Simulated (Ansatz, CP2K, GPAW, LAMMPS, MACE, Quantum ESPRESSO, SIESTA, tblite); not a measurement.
# Liquid Al56Cu44 (at. %) at 1700 K (71 atoms) in SIESTA

Aim: run liquid Al56Cu44 (at. %) at 1700 K (71 atoms) in SIESTA and see how near its forces come to a plane-wave reference, and at what cost.

Program: SIESTA 5.4.2. Level of theory: the method is named at each step. Results are calculated unless marked as measured.

In doubt: a PseudoDojo file used here is known to give poor structures and forces (steps 2, 3), which bears on pressures, cells, forces and phonons.

**1. Set-up**

The cell holds 71 atoms: 40 Al and 31 Cu. Its edges and angles: a = 10.683 Å, b = 10.683 Å, c = 10.683 Å, α = 90.0°, β = 90.0°, γ = 90.0°. 71 atoms (40 Al, 31 Cu) placed at random at 4.38 g/cm³, melted at 1800 K for 10 ps at fixed volume with the EAM Al-Cu potential (Cai and Ye, Phys. Rev. B 54, 8398 (1996)). Snapshot at the end of a hold of 10 ps at 1700 K and zero pressure.

The yardstick, on the same geometry:

| Property | Result |
| --- | --- |
| method | Kohn-Sham DFT, PBE, SSSP efficiency 1.3.0 pseudopotentials, plane waves (Quantum ESPRESSO 7.5); sssp-pbe-1.3.0-efficiency, cutoffs 60/480 Ry, Γ point |
| r.m.s. force component | 0.9682 eV/Å |
| longest force | 3.515 eV/Å |
| pressure | -1.905 GPa |
| time | 4.8 min on 4 MPI ranks of Arm Neoverse V2, shared host |
| CPU time | 19 min |

**2. PBE, DZP, shift 0.01 Ry, mesh 500 Ry**

Method: Kohn-Sham DFT, PBE, PseudoDojo 0.4.1 norm-conserving pseudopotentials (converted to PSML), numerical atomic orbitals (DZP), diagonalisation.

The .psml files are PseudoDojo norm-conserving potentials that we converted to this format, checked against plane waves on the same files for H, C, O, Si, Ge and Ca alone.

Input file input.fdf:

```
SystemLabel cell
NumberOfAtoms 71
NumberOfSpecies 2
%block ChemicalSpeciesLabel
  1 13 Al
  2 29 Cu
%endblock ChemicalSpeciesLabel
LatticeConstant 1.0 Ang
%block LatticeVectors
  10.68344 0.00000 0.00000
  0.00000 10.68344 0.00000
  0.00000 0.00000 10.68344
%endblock LatticeVectors
PAO.BasisSize DZP
PAO.EnergyShift 0.01 Ry
XC.Functional GGA
XC.Authors PBE
MeshCutoff 500 Ry
%block kgrid_Monkhorst_Pack
  1 0 0 0.0
  0 1 0 0.0
  0 0 1 0.0
%endblock kgrid_Monkhorst_Pack
SolutionMethod diagon
OccupationFunction FD
ElectronicTemperature 580 K
SCF.Mixer.Method Pulay
SCF.Mixer.Weight 0.05
SCF.Mixer.History 8
SCF.Mix Hamiltonian
MaxSCFIterations 300
SCF.DM.Tolerance 1e-04
SCF.H.Tolerance 1.0e-3 eV
WriteForces T
Write.HirshfeldPop T
Write.VoronoiPop T
Write.DM F
Write.H F
XML.Write F
AtomicCoordinatesFormat Fractional
%block AtomicCoordinatesAndAtomicSpecies
  0.77724 0.12607 0.40548 1
  0.98269 0.22854 0.57384 1
  0.59945 0.77379 0.99601 1
  0.42052 0.31034 0.62648 1
  0.36639 0.54642 0.52842 1
  0.47961 0.22427 0.40733 1
  0.60294 0.69079 0.60204 1
  0.85091 0.83372 0.32572 1
  0.28542 0.41764 0.84329 1
  0.21182 0.21846 0.68806 1
  0.66998 0.02528 0.88686 1
  0.79171 0.85120 0.54072 1
  0.31282 0.78462 0.25041 1
  0.45074 0.35006 0.19938 1
  0.81113 0.44862 0.65410 1
  0.60114 0.13069 0.26285 1
  0.72137 0.34080 0.85472 1
  0.58320 0.89610 0.18680 1
  0.14588 0.36625 0.42894 1
  0.03077 0.71146 0.19548 1
  0.88254 0.07077 0.75855 1
  0.67269 0.65451 0.21228 1
  0.13096 0.69323 0.42754 1
  0.57372 0.50692 0.71747 1
  0.93159 0.91808 0.01522 1
  0.24906 0.96720 0.72388 1
  0.91865 0.66622 0.58704 1
  0.19088 0.15942 0.39765 1
  0.85834 0.55234 0.07353 1
  0.84719 0.31088 0.12903 1
  0.37801 0.65000 0.07974 1
  0.23746 0.06920 0.91826 1
  0.48458 0.17255 0.83247 1
  0.21858 0.70141 0.70391 1
  0.02075 0.15088 0.23732 1
  0.17391 0.75551 0.03650 1
  0.28433 0.51944 0.28451 1
  0.44054 0.01751 0.05124 1
  0.57743 0.88765 0.71838 1
  0.04524 0.45384 0.87696 1
  0.28713 0.81291 0.48655 2
  0.76755 0.60525 0.86245 2
  0.16142 0.95862 0.11703 2
  0.41358 0.67208 0.81774 2
  0.21081 0.49671 0.03592 2
  0.35290 0.99703 0.32432 2
  0.14868 0.36931 0.19186 2
  0.03763 0.95583 0.52530 2
  0.10261 0.44363 0.64527 2
  0.80058 0.07801 0.17832 2
  0.90362 0.54249 0.31399 2
  0.01663 0.88411 0.79029 2
  0.37094 0.84237 0.93095 2
  0.48182 0.68798 0.38572 2
  0.56907 0.43896 0.41088 2
  0.37217 0.25840 0.03074 2
[... 11 atom lines left out ...]
  0.28072 0.15920 0.19818 2
  0.88456 0.33110 0.35061 2
  0.60746 0.20036 0.01815 2
  0.13816 0.25135 0.99279 2
%endblock AtomicCoordinatesAndAtomicSpecies
```

The run is started by

```sh
$ OMP_NUM_THREADS=1 mpirun -np 2 siesta < input.fdf > output.txt
```

Output:

```text
Version         : 5.4.2
reinit: System Name:
reinit: System Label: cell
initatom: Reading input for the pseudopotentials and atomic orbitals ----------
Species number:   1 Atomic number:   13 Label: Al
Species number:   2 Atomic number:   29 Label: Cu
Ground state valence configuration (from tables):   3s02  3p01  3d00  4f00
Ground state valence configuration (from tables):   4s01  4p00  3d10  4f00
---- Processing specs for species: Al
GGA--PBE XC_GGA_X_PBE--XC_GGA_C_PBE pb
---- Processing specs for species: Cu
GGA--PBE XC_GGA_X_PBE--XC_GGA_C_PBE pb
Semicore shell(s) with  8 electrons included in the valence for Cu
Semicore shell(s): 3s 3p
Fallback to non-perturbative polarization scheme for Cu
Please see the manual if this is not desired in principle
Al pseudopotential only contains V_ls up to l=2 -- lmxkb reset.
Cu pseudopotential only contains V_ls up to l=2 -- lmxkb reset.
Using PAO.SplitTailNorm
%block ChemicalSpeciesLabel
    1   13 Al                      # Species index, atomic number, species label
    2   29 Cu                      # Species index, atomic number, species label
%endblock ChemicalSpeciesLabel
%block PAO.Basis                 # Define Basis set
Al                    2                    # Species label, number of l-shells
 n=3   0   2                         # n, l, Nzeta
   6.130      4.449
   1.000      1.000
 n=3   1   2 P   1                   # n, l, Nzeta, Polarization, NzetaPol
   7.969      5.883
   1.000      1.000
Cu                    5                    # Species label, number of l-shells
 n=3   0   1                         # n, l, Nzeta
   2.152
   1.000
 n=4   0   2                         # n, l, Nzeta
   6.292      4.520
   1.000      1.000
 n=3   1   1                         # n, l, Nzeta
   2.384
   1.000
 n=4   1   1                         # n, l, Nzeta
   6.292
   1.000
 n=3   2   2                         # n, l, Nzeta
   4.057      2.474
   1.000      1.000
%endblock PAO.Basis
coor:   Atomic-coordinates input format  =     Fractional
siesta: System type = bulk
initatomlists: Number of atoms, orbitals, and projectors:     71  1109  1278
siesta: ******************** Simulation parameters ****************************
Total number of electrons:   709.000000
Total ionic charge:   709.000000
 Kpoints in:            1 . Kpoints trimmed:            1
siesta: k-grid: Number of k-points = 1
siesta: k-points from Monkhorst-Pack grid
siesta: k-cutoff (effective) =     5.342 Ang
siesta: k-point supercell and displacements
siesta: k-grid:     1     0     0      0.000
siesta: k-grid:     0     1     0      0.000
siesta: k-grid:     0     0     1      0.000
                     ====================================
                        Single-point calculation
                     ====================================
outcell: Unit cell vectors (Ang):
       10.683440    0.000000    0.000000
        0.000000   10.683440    0.000000
        0.000000    0.000000   10.683440
outcell: Cell vector modules (Ang)   :   10.683440   10.683440   10.683440
outcell: Cell angles (23,13,12) (deg):     90.0000     90.0000     90.0000
outcell: Cell volume (Ang**3)        :   1219.3639
Gamma-point calculation with multiply-connected orbital pairs
Gamma-point calculation with multiply-connected orbital pairs
Folding of H and S implicitly performed
Folding of H and S implicitly performed
new_DM -- step:     1
Initializing Density Matrix...
Attempting to read DM from file... Failed...
DM filled with atomic data:
InitMesh: MESH = 144 x 144 x 144 = 2985984
InitMesh: Mesh cutoff (required, used) =   500.000   502.117 Ry
stepf: Fermi-Dirac step function
        iscf     Eharris(eV)        E_KS(eV)     FreeEng(eV)     dDmax    Ef(eV) dHmax(eV)
   scf:    1  -138961.331030  -154796.702250  -154797.503642  1.753092  1.455601145.531049
   scf:    2  -162712.888862  -161059.644583  -161060.032986  1.273651 -1.570337178.760688
   scf:    3  -162128.637059  -162124.044029  -162124.408708  1.300560 -2.606764 43.109835
   scf:    4  -162459.548796  -162336.514426  -162336.806957  0.222136 -3.171875 16.172925
   scf:    5  -162409.812656  -162377.486201  -162377.753040  0.055520 -3.367634 13.720638
   scf:    6  -162420.051649  -162405.379716  -162405.626019  0.103767 -3.608674  8.469937
   scf:    7  -162413.276637  -162410.682459  -162410.930063  0.076029 -3.710093  3.122171
   scf:    8  -162413.796357  -162412.578074  -162412.834276  0.047088 -3.721140  0.886420
[...]
scf:   22  -162413.411821  -162413.411790  -162413.680711  0.000096 -3.813305  0.001654
   scf:   23  -162413.411804  -162413.411797  -162413.680713  0.000030 -3.813379  0.001012
   scf:   24  -162413.411808  -162413.411803  -162413.680714  0.000041 -3.813412  0.000588
SCF Convergence by DM+H criterion
max |DM_out - DM_in|         :     0.0000409393
max |H_out - H_in|      (eV) :     0.0005880416
SCF cycle converged after 24 iterations
Using DM_out to compute the final energy and forces
siesta: E_KS(eV) =          -162413.4118
siesta: E_KS - E_eggbox =   -162413.4118
siesta: Atomic forces (eV/Ang):
     1    1.891788    0.013253    1.352823
     2   -0.651203    0.063450    0.031148
     3    0.570204   -0.931829   -2.270840
     4   -1.183284    0.689260   -0.016253
     5   -0.490288    0.194717    0.756801
     6   -1.967924   -0.044921    2.583943
[...]
69    0.349457   -0.687009    0.867907
    70    0.657125    0.749323    1.075491
    71   -0.713893    0.702221    0.274379
----------------------------------------
   Tot   -0.004414   -0.002740    0.009710
----------------------------------------
   Max    3.273060
   Res    1.019756    sqrt( Sum f_i^2 / 3N )
----------------------------------------
   Max    3.273060    constrained
Stress tensor Voigt[x,y,z,yz,xz,xy] (kbar):       45.36       28.14       15.80      -14.56       15.75       -0.81
(Free)E + p*V (eV/cell)  -162436.3343
Target enthalpy (eV/cell)  -162413.6807
siesta: Program's energy decomposition (eV):
siesta: Ebs     =    -24139.421629
siesta: Eions   =    202013.585167
siesta: Ena     =     12464.364215
siesta: Ekin    =     74137.363700
siesta: Enl     =    -27677.994404
siesta: DEna    =      1380.595222
siesta: DUscf   =        90.409119
siesta: Ex      =    -19647.409053
siesta: Ec      =     -1147.155434
siesta: Exc     =    -20794.564487
siesta: Eharris =   -162413.411808
siesta: Etot    =   -162413.411803
siesta: FreeEng =   -162413.680714
siesta: Final energy (eV):
siesta:  Band Struct. =  -24139.421629
siesta:       Kinetic =   74137.363700
siesta:       Hartree =   83636.368121
siesta:         Exch. =  -19647.409053
siesta:         Corr. =   -1147.155434
siesta:   Exch.-corr. =  -20794.564487
siesta:  Ion-electron = -244101.865581
siesta:       Ion-ion =  -55290.713555
siesta:         Total = -162413.411803
siesta:         Fermi =      -3.813412
siesta: Stress tensor (static) (eV/Ang**3):
siesta:     0.028312   -0.000509    0.009831
siesta:    -0.000509    0.017561   -0.009089
siesta:     0.009832   -0.009089    0.009861
siesta: Cell volume =       1219.363935 Ang**3
siesta: Pressure (static):
siesta:                Solid            Molecule  Units
siesta:          -0.00020234         -0.00035231  Ry/Bohr**3
siesta:          -0.01857817         -0.03234744  eV/Ang**3
siesta:         -29.76550349        -51.82631664  kBar
    Orbital volume contribution        =          64.267097 eV
    (Free)E + p_basis*V_orbitals       =     -162349.413617 eV
    (Free)Eharris+ p_basis*V_orbitals  =     -162349.413623 eV
Hirshfeld Atomic Populations:
Atom #   charge [q] valence [e]  Species
     1    -0.225368    3.225368  Al
     2    -0.147793    3.147793  Al
     3    -0.173656    3.173656  Al
     4    -0.174802    3.174802  Al
     5    -0.147672    3.147672  Al
     6    -0.241776    3.241776  Al
[...]
41     0.258869   18.741131  Cu
    42     0.291709   18.708291  Cu
    43     0.300993   18.699007  Cu
    44     0.315142   18.684858  Cu
    45     0.307064   18.692936  Cu
    46     0.229100   18.770900  Cu
[...]
--------------------
 Total    -0.000059
Voronoi Atomic Populations:
Atom #   charge [q] valence [e]  Species
[...]
38    -0.141564    3.141564  Al
    39    -0.111672    3.111672  Al
    40    -0.130527    3.130527  Al
[...]
69     0.172583   18.827417  Cu
    70     0.209279   18.790721  Cu
    71     0.108626   18.891374  Cu
--------------------
 Total    -0.000059
```

Wall time 8.6 min (2 MPI ranks of Arm Neoverse V2, shared host); peak memory 2.8 GiB; 17 min of CPU time.

Banners, paths, timers and routine set-up lines are dropped from the logs unmarked, and long logs keep their key lines alone; longer cuts are marked.

Against the reference:

```yaml
r_m_s_force_component: 1.02 eV/Å
r_m_s_difference_of_force_components: 74.97 meV/Å
longest_difference_of_force_vectors: 269.9 meV/Å
force_difference_over_r_m_s_force: 7.743 %
slope_of_forces_against_the_reference_s: 1.052
correlation_of_force_components: 0.9985
pressure: -2.977 GPa
pressure_difference: -1.072 GPa
```

Length of the force difference by element (eV/Å):

```tsv
element	atoms	mean	most
Al	40	0.12	0.21
Cu	31	0.12	0.27
```

Local excerpt of 12 atoms (numbers count through the whole input) about Al28, which bears the longest force; x, y, z are measured from there.

```tsv
atom	x	y	z	distance (Å)	Hirshfeld charge (e)	Fx	Fy	Fz (eV/Å)
Al28	0.00	0.00	0.00	0.00	-0.27	1.56	-2.88	1.73
Al19	-0.48	2.21	0.33	2.29	-0.19	-0.91	3.11	0.42
Cu68	0.96	0.00	-2.13	2.34	0.23	-0.39	0.09	-0.77
Cu66	-1.08	-2.07	-0.70	2.44	0.26	0.74	-1.39	-1.64
Al35	-1.82	-0.09	-1.71	2.50	-0.32	-0.82	0.50	-1.66
Cu46	1.73	-1.73	-0.78	2.57	0.23	0.76	-0.32	-0.39
Cu59	2.07	-1.52	1.52	2.99	0.22	0.16	0.76	0.82
Al2	-2.22	0.74	1.88	3.01	-0.15	-0.65	0.06	0.03
Cu48	-1.64	-2.18	1.36	3.04	0.29	-0.74	-0.18	2.55
Al6	3.08	0.69	0.10	3.16	-0.24	-1.97	-0.04	2.58
Cu47	-0.45	2.24	-2.20	3.17	0.25	-0.89	-1.39	1.04
Al10	0.22	0.63	3.10	3.17	-0.09	-0.94	-0.26	0.27
```

Forces lie 7.7 % from the reference's, at 0.90 times its CPU time (on 2 against 4 cores).

**3. PBE, SZP, shift 0.01 Ry, mesh 500 Ry**

Method: Kohn-Sham DFT, PBE, PseudoDojo 0.4.1 norm-conserving pseudopotentials (converted to PSML), numerical atomic orbitals (SZP), diagonalisation.

input.fdf, as its differences from that of step 2:

```diff
@@ -13,3 +13,3 @@
 %endblock LatticeVectors
-PAO.BasisSize DZP
+PAO.BasisSize SZP
 PAO.EnergyShift 0.01 Ry
```

Output:

```text
Version         : 5.4.2
reinit: System Name:
reinit: System Label: cell
initatom: Reading input for the pseudopotentials and atomic orbitals ----------
Species number:   1 Atomic number:   13 Label: Al
Species number:   2 Atomic number:   29 Label: Cu
Ground state valence configuration (from tables):   3s02  3p01  3d00  4f00
Ground state valence configuration (from tables):   4s01  4p00  3d10  4f00
---- Processing specs for species: Al
GGA--PBE XC_GGA_X_PBE--XC_GGA_C_PBE pb
---- Processing specs for species: Cu
GGA--PBE XC_GGA_X_PBE--XC_GGA_C_PBE pb
Semicore shell(s) with  8 electrons included in the valence for Cu
Semicore shell(s): 3s 3p
Fallback to non-perturbative polarization scheme for Cu
Please see the manual if this is not desired in principle
[... lines left out ...]
Total number of electrons:   709.000000
[... lines left out ...]
stepf: Fermi-Dirac step function
        iscf     Eharris(eV)        E_KS(eV)     FreeEng(eV)     dDmax    Ef(eV) dHmax(eV)
[... lines left out ...]
SCF Convergence by DM+H criterion
[... lines left out ...]
SCF cycle converged after 25 iterations
[... lines left out ...]
   Max    3.625564
[... lines left out ...]
   Max    3.625564    constrained
Stress tensor Voigt[x,y,z,yz,xz,xy] (kbar):       27.38        6.64       -6.10      -13.12       17.10        1.22
[... lines left out ...]
siesta: DEna    =      1463.819830
siesta: DUscf   =        97.992365
siesta: Ex      =    -19616.688787
siesta: Ec      =     -1146.037212
siesta: Exc     =    -20762.725999
siesta: Eharris =   -162394.241393
siesta: Etot    =   -162394.241385
siesta: FreeEng =   -162394.503142
siesta: Final energy (eV):
siesta:  Band Struct. =  -24322.185321
siesta:       Kinetic =   73844.812218
siesta:       Hartree =   83425.141674
siesta:         Exch. =  -19616.688787
siesta:         Corr. =   -1146.037212
siesta:   Exch.-corr. =  -20762.725999
siesta:  Ion-electron = -243610.755723
siesta:       Ion-ion =  -55290.713555
siesta:         Total = -162394.241385
siesta:         Fermi =      -3.824411
siesta: Stress tensor (static) (eV/Ang**3):
siesta:     0.017090    0.000760    0.010673
siesta:     0.000760    0.004145   -0.008189
siesta:     0.010673   -0.008189   -0.003805
siesta: Cell volume =       1219.363935 Ang**3
siesta: Pressure (static):
siesta:                Solid            Molecule  Units
siesta:          -0.00006328         -0.00023359  Ry/Bohr**3
siesta:          -0.00581002         -0.02144761  eV/Ang**3
siesta:          -9.30867580        -34.36285288  kBar
    Orbital volume contribution        =          52.644200 eV
    (Free)E + p_basis*V_orbitals       =     -162341.858942 eV
    (Free)Eharris+ p_basis*V_orbitals  =     -162341.858950 eV
Hirshfeld Atomic Populations:
Atom #   charge [q] valence [e]  Species
     1    -0.224848    3.224848  Al
     2    -0.142638    3.142638  Al
     3    -0.168759    3.168759  Al
[...]
41     0.252077   18.747923  Cu
    42     0.284255   18.715745  Cu
    43     0.296559   18.703441  Cu
[...]
--------------------
 Total    -0.000052
Voronoi Atomic Populations:
Atom #   charge [q] valence [e]  Species
[...]
39    -0.101756    3.101756  Al
    40    -0.121516    3.121516  Al
[...]
70     0.194237   18.805763  Cu
    71     0.097108   18.902892  Cu
--------------------
 Total    -0.000053
```

Run time: 6.4 min. Hardware: 2 MPI ranks; peak memory 2.4 GiB; 13 min of CPU time.

Compared with the plane-wave run:

| Property | Result |
| --- | --- |
| r.m.s. force component | 1.138 eV/Å |
| r.m.s. difference of force components | 224.1 meV/Å |
| longest difference of force vectors | 800.9 meV/Å |
| force difference over r.m.s. force | 23.15 % |
| slope of forces against the reference's | 1.164 |
| correlation of force components | 0.9903 |
| pressure | -0.9309 GPa |
| pressure difference | 0.9738 GPa |

This is a coarse setting, run to see what it loses.

Against the first run (7.7 %), the force difference from the reference is 23 %, at 0.75 times the CPU time, with 763 basis functions against 1109: the smaller basis costs accuracy.

(Continued in part 2 of 2.)

[Also dropped from logs without a mark: logging warnings of Python, and SIESTA's first energy breakdown and zero terms.]

[Logs are printed without paths, hosts, clocks, repeated set-up lines and the standing remarks that a program may print on its own settings, such as how far it seeks lower states.]

[Hosts, paths, dates, database ids (printed as entryN), source tags and the programs' standing remarks are cut or masked in the printed files.]
